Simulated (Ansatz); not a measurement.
## KCl (Sylvite): the gap up the ladder of methods

What gap does each level of theory give for KCl (Sylvite), and in what time?

Program: Ansatz 0.2.0. Level of theory: density functionals, hybrids and G0W0, plane waves, PAW. Results are calculated unless marked as measured.

Most raw output is cut from this account.

In doubt: masses and optical values from hybrid runs of this build are listed as unsure (steps 9, 10), which bears on the screening that GW takes from such a start.

## Step 1: The structure

It takes space group Fm-3m (No. 225, cubic). Conventional cell: a = 6.293 Å, b = 6.293 Å, c = 6.293 Å, α = 90.00°, β = 90.00°, γ = 90.00°. Nearest to K lie 6 Cl at 3.15 Å. Nearest to Cl lie 6 K at 3.15 Å. Farther neighbours and most contacts between anions are not listed.

The cell and positions come from the Crystallography Open Database and are kept as given unless a step says otherwise. The default PAW set here is soft_2. Its files were made with PBE.

## Step 2: LDA on the 6×6×6 mesh

This step: DFT, LDA, plane waves, PAW.

The input, input.yaml:

```yaml
crystal:
  lattice:
    - [0.0, 3.14647, 3.14647]
    - [3.14647, 0.0, 3.14647]
    - [3.14647, 3.14647, 0.0]
  atoms:
    - { symbol: K, position: [0.0, 0.0, 0.0] }
    - { symbol: Cl, position: [0.5, 0.5, 0.5] }
kpoints:
  mp_grid: { grid: [6, 6, 6] }
  band_path:
    path:
      - [0.0, 0.0, 0.0]
      - [0.5, 0.0, 0.5]
      - [0.625, 0.25, 0.625]
      - [0.375, 0.375, 0.75]
      - [0.5, 0.5, 0.5]
      - [0.5, 0.25, 0.75]
    npoints: 1
hamiltonian:
  xc: lda
scf:
  occupations: { method: fixed }
  n_extra_bands: 4
output:
  eigenvalues: true
```

Started as:

```
$ ansatz run input.yaml --threads 3 --pin off --max-ram 92160MiB --backend cuda --events-out ev --progress --plain --runs-dir out --devices 1 --max-vram 13GiB
```

The job ended after 3.6 s (1 × NVIDIA H100 80GB HBM3 (shared by 6 runs) with 3 threads of AMD EPYC 7R13 (Zen 3), shared host; peak memory 0.81 GiB).

This step gave:

```yaml
gap: 4.743 eV
valence_top_at: Γ
conduction_bottom_at: Γ
least_direct_gap: 4.743 eV
```

Over mesh and listed points the gap is 4.743 eV, direct, at k = Γ.

## Step 3: PBE on the 6×6×6 mesh

Levels along a band path and on the mesh show where this functional puts the band edges.

This step: DFT, PBE, plane waves, PAW.

The input, input.yaml:

```yaml
crystal:
  lattice:
    - [0.0, 3.14647, 3.14647]
    - [3.14647, 0.0, 3.14647]
    - [3.14647, 3.14647, 0.0]
  atoms:
    - { symbol: K, position: [0.0, 0.0, 0.0] }
    - { symbol: Cl, position: [0.5, 0.5, 0.5] }
kpoints:
  mp_grid: { grid: [6, 6, 6] }
  band_path:
    path:
      - [[0.0, 0.0, 0.0], [0.5, 0.0, 0.5], [0.625, 0.25, 0.625]]
      - [[0.375, 0.375, 0.75], [0.0, 0.0, 0.0], [0.5, 0.5, 0.5], [0.5, 0.25, 0.75], [0.5, 0.0, 0.5]]
    npoints: 10
hamiltonian:
  xc: pbe
scf:
  occupations: { method: fermi_dirac, width: 0.02 }
  n_extra_bands: 4
output:
  eigenvalues: true
  write_density: true
  write_potential: true
  elf: true
  volumetric_format: npy
```

The job ended after 7.4 s (1 × NVIDIA H100 80GB HBM3 (shared by 6 runs) with 3 threads; peak memory 0.89 GiB; 2.9 s of CPU time).

This step gave:

```yaml
filled_bands: 8
gap: 5.189 eV
valence_top_at: Γ
conduction_bottom_at: Γ
least_direct_gap: 5.189 eV
```

Over mesh and path the gap is 5.189 eV, direct, at k = Γ. PBE against LDA: 5.189 − 4.743 = +0.446 eV, with the same mesh, files and cutoff, and both edges at the same k points.

## Step 4: r2SCAN on the 6×6×6 mesh

r2SCAN is a meta-GGA: it depends on the kinetic-energy density as well as on the density and its gradient.

This step: DFT, r2SCAN, plane waves, PAW.

input.yaml, the sections that differ from step 3:

```yaml
kpoints:
  mp_grid: { grid: [6, 6, 6] }
  band_path:
    path:
      - [0.0, 0.0, 0.0]
      - [0.5, 0.0, 0.5]
      - [0.625, 0.25, 0.625]
      - [0.375, 0.375, 0.75]
      - [0.5, 0.5, 0.5]
      - [0.5, 0.25, 0.75]
    npoints: 1
hamiltonian:
  xc: r2scan
scf:
  occupations: { method: fixed }
  n_extra_bands: 4
# crystal, output: as in step 3
```

Wall time 4 s (1 × NVIDIA H100 80GB HBM3 (shared by 6 runs) with 3 threads); peak memory 0.96 GiB; 3.3 s of CPU time.

This step gave:

* gap: 5.826 eV
* valence top at: Γ
* conduction bottom at: Γ
* least direct gap: 5.826 eV

Over mesh and listed points the gap is 5.826 eV, direct, at k = Γ. r2SCAN against PBE: 5.826 − 5.189 = +0.637 eV. The runs also differ in plane-wave cutoff (420 eV and 500 eV), so how much of this comes from the functional alone is not known.

## Step 5: HSE06 on the 4×4×4 mesh

HSE06 mixes in a quarter of exact exchange at short range.

This step: DFT, HSE06, plane waves, PAW.

input.yaml, the sections that differ from step 4:

```yaml
kpoints:
  mp_grid: { grid: [4, 4, 4] }
  band_path:
    path:
      - [0.0, 0.0, 0.0]
      - [0.5, 0.0, 0.5]
      - [0.625, 0.25, 0.625]
      - [0.375, 0.375, 0.75]
      - [0.5, 0.5, 0.5]
      - [0.5, 0.25, 0.75]
    npoints: 1
hamiltonian:
  xc: hse06
output:
  eigenvalues: true
# crystal, scf: as in step 4
```

Run time: 7.5 s. Hardware: 1 × NVIDIA H100 80GB HBM3 (shared by 6 runs) with 3 threads; peak memory 1 GiB.

This step gave:

- gap: 6.499 eV
- valence top at: Γ
- conduction bottom at: Γ
- least direct gap: 6.499 eV
- exact-exchange fraction: 0.25

Over mesh and listed points the gap is 6.499 eV, direct, at k = Γ. HSE06 against PBE: 6.499 − 5.189 = +1.310 eV. The runs also differ in mesh (6×6×6 and 4×4×4), so how much of this comes from the functional alone is not known.

## Step 6: PBE0 on the 4×4×4 mesh

PBE0 mixes in a quarter of exact exchange at all distances.

This step: DFT, PBE0, plane waves, PAW.

Changes to input.yaml since step 5:

```diff
@@ -20,3 +20,3 @@
 hamiltonian:
-  xc: hse06
+  xc: pbe0
 scf:
```

Elapsed: 8.2 s, on 1 × NVIDIA H100 80GB HBM3 (shared by 6 runs) with 3 threads; peak memory 1 GiB.

This step gave:

```
gap                     : 7.239 eV
valence top at          : Γ
conduction bottom at    : Γ
least direct gap        : 7.239 eV
exact-exchange fraction : 0.25
```

Over mesh and listed points the gap is 7.239 eV, direct, at k = Γ. PBE0 against HSE06: 7.239 − 6.499 = +0.740 eV, with the same mesh, files and cutoff, and both edges at the same k points.

## Step 7: DDH-PBE0 on the 4×4×4 mesh

The input asks for a share of exact exchange of one over the crystal's ε∞, which the program works out first.

This step: DFT, dielectric-dependent PBE0 (fraction 1/eps_inf of PBE), plane waves, PAW.

Changes to input.yaml since step 6:

```diff
@@ -8,2 +8,3 @@
     - { symbol: Cl, position: [0.5, 0.5, 0.5] }
+  host: atoms
 kpoints:
@@ -20,3 +21,6 @@
 hamiltonian:
-  xc: pbe0
+  xc:
+    exchange: pbe
+    correlation: pbe
+    exx: { coeff: inverse_dielectric }
 scf:
```

Elapsed: 11 s, on 1 × NVIDIA H100 80GB HBM3 (shared by 6 runs) with 3 threads; peak memory 1.1 GiB; 15 s of CPU time.

This step gave:

```yaml
gap: 8.751 eV
valence_top_at: Γ
conduction_bottom_at: Γ
least_direct_gap: 8.751 eV
exact_exchange_fraction: 0.4306
```

Over mesh and listed points the gap is 8.751 eV, direct, at k = Γ. DDH-PBE0 against PBE0: 8.751 − 7.239 = +1.512 eV, with the same mesh, files and cutoff, and both edges at the same k points.

## Step 8: G0W0@PBE, 4×4×4 mesh, 400 empty bands, screening to 200 eV

G0W0 replaces the xc potential by a self-energy built once from the orbitals of the start. Levels are corrected in the window of bands that the input names, at points of the mesh.

This step: G0W0 on PBE, plane waves, PAW.

The input, input.yaml:

```yaml
crystal:
  lattice:
    - [0.0, 3.14647, 3.14647]
    - [3.14647, 0.0, 3.14647]
    - [3.14647, 3.14647, 0.0]
  atoms:
    - { symbol: K, position: [0.0, 0.0, 0.0] }
    - { symbol: Cl, position: [0.5, 0.5, 0.5] }
kpoints:
  mp_grid: { grid: [4, 4, 4] }
hamiltonian:
  xc: pbe
scf:
  occupations: { method: fixed }
gw:
  n_empty_bands: 400
  ecut_chi: 200.0
  qp_bands: [v2, c2]
  qp_kpoints: band_edges
  screening: { model: contour_deformation }
```

Elapsed: 11 s, on 1 × NVIDIA H100 80GB HBM3 (shared by 6 runs) with 3 threads; peak memory 1.3 GiB; 11 s of CPU time.

This step gave:

```yaml
bands_summed: 408
rpa_eps_infinity_on_this_mesh_eigenvalues: 2.173, 2.173, 2.173
plane_waves_in_the_screening_matrix: 411
g0w0_gap_over_the_corrected_points: 8.012 eV
k_of_the_valence_top: 0, 0, 0
k_of_the_conduction_bottom: 0, 0, 0
starting_gap_on_the_mesh: 5.189 eV
z_at_the_valence_top: 0.7990
z_at_the_conduction_bottom: 0.8676
least_direct_g0w0_gap_over_the_corrected_points: 8.012 eV
```

Over all 8 irreducible mesh points the G0W0 gap is 8.012 eV, direct, at k = Γ. The PBE gap of this run on the mesh is 5.189 eV. The two states that bound the G0W0 gap lie that far apart at the start, so the correction of the gap is 8.012 − 5.189 = +2.823 eV.

## Step 9: G0W0@HSE06, 4×4×4 mesh, 185 empty bands, screening to 120 eV

This step: G0W0 on HSE06, plane waves, PAW.

Changes to input.yaml since step 8:

```diff
@@ -11,3 +11,3 @@
 hamiltonian:
-  xc: pbe
+  xc: hse06
 scf:
@@ -15,4 +15,4 @@
 gw:
-  n_empty_bands: 400
-  ecut_chi: 200.0
+  n_empty_bands: 185
+  ecut_chi: 120
   qp_bands: [v2, c2]
```

Run time: 16 s. Hardware: 1 × NVIDIA H100 80GB HBM3 (shared by 6 runs) with 3 threads; peak memory 1.2 GiB.

This step gave:

```
bands summed                                    : 193
RPA ε∞ on this mesh (eigenvalues)               : 1.988, 1.988, 1.988
plane waves in the screening matrix             : 169
G0W0 gap over the corrected points              : 8.490 eV
k of the valence top                            : 0, 0, 0
k of the conduction bottom                      : 0, 0, 0
starting gap on the mesh                        : 6.499 eV
Z at the valence top                            : 0.8301
Z at the conduction bottom                      : 0.8876
least direct G0W0 gap over the corrected points : 8.490 eV
```

Over all 8 irreducible mesh points the G0W0 gap is 8.490 eV, direct, at k = Γ. The HSE06 gap of this run on the mesh is 6.499 eV. The two states that bound the G0W0 gap lie that far apart at the start, so the correction of the gap is 8.490 − 6.499 = +1.991 eV. G0W0@HSE06 against G0W0@PBE with 193 bands (a further run, in the table below): 8.490 − 7.878 = +0.612 eV, with the same mesh, files and cutoffs, and both edges at the same k points.

## Step 10: G0W0@PBE0, 4×4×4 mesh, 185 empty bands, screening to 120 eV

This step: G0W0 on PBE0, plane waves, PAW.

Changes to input.yaml since step 9:

```diff
@@ -11,3 +11,3 @@
 hamiltonian:
-  xc: hse06
+  xc: pbe0
 scf:
```

Wall time 17 s (1 × NVIDIA H100 80GB HBM3 (shared by 6 runs) with 3 threads); peak memory 1.2 GiB; 14 s of CPU time.

Numbers from this step:

- bands summed: 193
- RPA ε∞ on this mesh (eigenvalues): 1.936, 1.936, 1.936
- plane waves in the screening matrix: 169
- G0W0 gap over the corrected points: 8.706 eV
- k of the valence top: 0, 0, 0
- k of the conduction bottom: 0, 0, 0
- starting gap on the mesh: 7.239 eV
- Z at the valence top: 0.8403
- Z at the conduction bottom: 0.8943
- least direct G0W0 gap over the corrected points: 8.706 eV

Over all 8 irreducible mesh points the G0W0 gap is 8.706 eV, direct, at k = Γ. The PBE0 gap of this run on the mesh is 7.239 eV. The two states that bound the G0W0 gap lie that far apart at the start, so the correction of the gap is 8.706 − 7.239 = +1.467 eV. G0W0@PBE0 against G0W0@HSE06 with 193 bands: 8.706 − 8.490 = +0.216 eV, with the same mesh, files and cutoffs, and both edges at the same k points.

## Step 11: The ladder

Each gap is the least one over the points named; times are wall times on shared hosts, not benchmarks. A G0W0 time includes the run's own self-consistent start. Runs with listed points see these and the mesh alone, so an edge that moves elsewhere is missed. Rows marked * are further runs, not shown as steps, whose inputs differ from the G0W0 step on the same start in the columns given; solver thresholds can differ too.

```tsv
level	mesh	files, cutoff	bands summed, screening	points	gap (eV)	valence top	conduction bottom	least direct gap (eV)	time
LDA	6×6×6	soft_2 PAW, 420 eV	-	mesh and listed points	4.743	Γ	Γ	4.743	3.6 s
PBE	6×6×6	soft_2 PAW, 420 eV	-	mesh and path	5.189	Γ	Γ	5.189	7.4 s
r2SCAN	6×6×6	soft_2 PAW, 500 eV	-	mesh and listed points	5.826	Γ	Γ	5.826	4 s
HSE06	4×4×4	soft_2 PAW, 420 eV	-	mesh and listed points	6.499	Γ	Γ	6.499	7.5 s
PBE0	4×4×4	soft_2 PAW, 420 eV	-	mesh and listed points	7.239	Γ	Γ	7.239	8.2 s
DDH-PBE0	4×4×4	soft_2 PAW, 420 eV	-	mesh and listed points	8.751	Γ	Γ	8.751	11 s
G0W0@PBE*	4×4×4	soft_2 PAW, 420 eV	73, 60 eV	all 8 irreducible mesh points	7.650	Γ	Γ	7.650	12 s
G0W0@PBE*	4×4×4	soft_2 PAW, 420 eV	193, 120 eV	all 8 irreducible mesh points	7.878	Γ	Γ	7.878	12 s
G0W0@PBE	4×4×4	soft_2 PAW, 420 eV	408, 200 eV	all 8 irreducible mesh points	8.012	Γ	Γ	8.012	11 s
G0W0@HSE06	4×4×4	soft_2 PAW, 420 eV	193, 120 eV	all 8 irreducible mesh points	8.490	Γ	Γ	8.490	16 s
G0W0@PBE0	4×4×4	soft_2 PAW, 420 eV	193, 120 eV	all 8 irreducible mesh points	8.706	Γ	Γ	8.706	17 s
```

## Step 12: What came out

- LDA, over mesh and listed points: 4.743 eV
- PBE, over mesh and path: 5.189 eV
- r2SCAN, over mesh and listed points: 5.826 eV
- HSE06, over mesh and listed points: 6.499 eV
- PBE0, over mesh and listed points: 7.239 eV
- DDH-PBE0, over mesh and listed points: 8.751 eV
- G0W0@PBE (408 bands, 4×4×4), over all 8 irreducible mesh points: 8.012 eV
- G0W0@HSE06, over all 8 irreducible mesh points: 8.490 eV
- G0W0@PBE0, over all 8 irreducible mesh points: 8.706 eV
- known limits: finite bands, screening cutoff and k mesh; no spin-orbit coupling in G0W0

What this shows: The rows run from 4.743 eV (LDA) to 8.751 eV (DDH-PBE0). They differ in mesh, plane-wave cutoff, bands and screening cutoff of G0W0 and the points over which the gap was sought as well as in level, so only pairs that share these are like for like. PBE against LDA: 5.189 − 4.743 = +0.446 eV, with the same mesh, files and cutoff, and both edges at the same k points. PBE0 against HSE06: 7.239 − 6.499 = +0.740 eV, with the same mesh, files and cutoff, and both edges at the same k points. DDH-PBE0 against PBE0: 8.751 − 7.239 = +1.512 eV, with the same mesh, files and cutoff, and both edges at the same k points. G0W0@HSE06 against G0W0@PBE with 193 bands: 8.490 − 7.878 = +0.612 eV, with the same mesh, files and cutoffs, and both edges at the same k points. G0W0@PBE0 against G0W0@HSE06 with 193 bands: 8.706 − 8.490 = +0.216 eV, with the same mesh, files and cutoffs, and both edges at the same k points. The dielectric-dependent hybrid took 0.431 of exact exchange, against 0.25 in PBE0. G0W0@PBE (408 bands, 4×4×4) moves the gap of its own start on the mesh by 8.012 − 5.189 = +2.823 eV, between the same two levels. Both edges that PBE shows over mesh and path lie at k points where levels were corrected. Levels at other points were not corrected, so a lower G0W0 gap elsewhere in the zone is not ruled out. G0W0@HSE06 moves the gap of its own start on the mesh by 8.490 − 6.499 = +1.991 eV, between the same two levels. Both edges that HSE06 shows over mesh and listed points lie at k points where levels were corrected. Levels at other points were not corrected, so a lower G0W0 gap elsewhere in the zone is not ruled out. G0W0@PBE0 moves the gap of its own start on the mesh by 8.706 − 7.239 = +1.467 eV, between the same two levels. Both edges that PBE0 shows over mesh and listed points lie at k points where levels were corrected. Levels at other points were not corrected, so a lower G0W0 gap elsewhere in the zone is not ruled out. For G0W0@PBE: from 73 bands and 60 eV to 408 bands and 200 eV the gap moves by 8.012 − 7.650 = +0.362 eV (rung by rung 7.650, 7.878, 8.012 eV); bands and screening cutoff rise together, so their parts are not told apart. A line in one over the bands through the two highest rungs gives 8.012 + (8.012 − 7.878) × 193 / (408 − 193) = 8.132 eV, and through the pair below 7.878 + (7.878 − 7.650) × 73 / (193 − 73) = 8.017 eV. The two differ by 0.115 eV, not under the 0.030 eV asked, so the law does not hold well over these rungs and the limit is not known. The other G0W0 rows are shown at one basis each (193 bands), so their distance from the limit is not known here. The G0W0 runs are scalar-relativistic. No pair of G0W0 runs that differ in the mesh alone is shown (4×4×4 is a supercell whose nearest images lie 18 Å apart), so the error from the mesh is not known here. G0W0@PBE runs of this series with other atomic data on the same mesh, not shown as steps, give 7.878 eV (hard PAW, 660 eV, 193 bands, screening to 120 eV; the table's row with the same empty bands and screening cutoff has 7.878 eV); where bands and cutoffs differ too, the part of the files is not isolated.

[Paths, hosts, dates, memory and timing lines, banners, echoed tables and standing remarks are left out of the program output.]

[Logs are printed without paths, hosts, clocks, repeated set-up lines and the standing remarks that a program may print on its own settings, such as how far it seeks lower states.]

[Runs of the session that timed out or met a known fault of the program may be left out.]

[Cells called generated may have been cut or substituted from an entry of the Crystallography Open Database or the Materials Project.]

[Hosts, paths, dates, database ids (printed as entryN), source tags and the programs' standing remarks are cut or masked in the printed files.]

[Where an RPA ε∞ is given, it is that of the G0W0 mesh and is not shown converged in it. Names of k-points follow the symmetry that the program found, which can be lower than the space group named. Band edges on a path are those of the sampled points; other points can move an edge, and change direct to indirect where valleys lie close.]

[Hybrid gaps are those of their k-mesh and are not shown converged in it.]
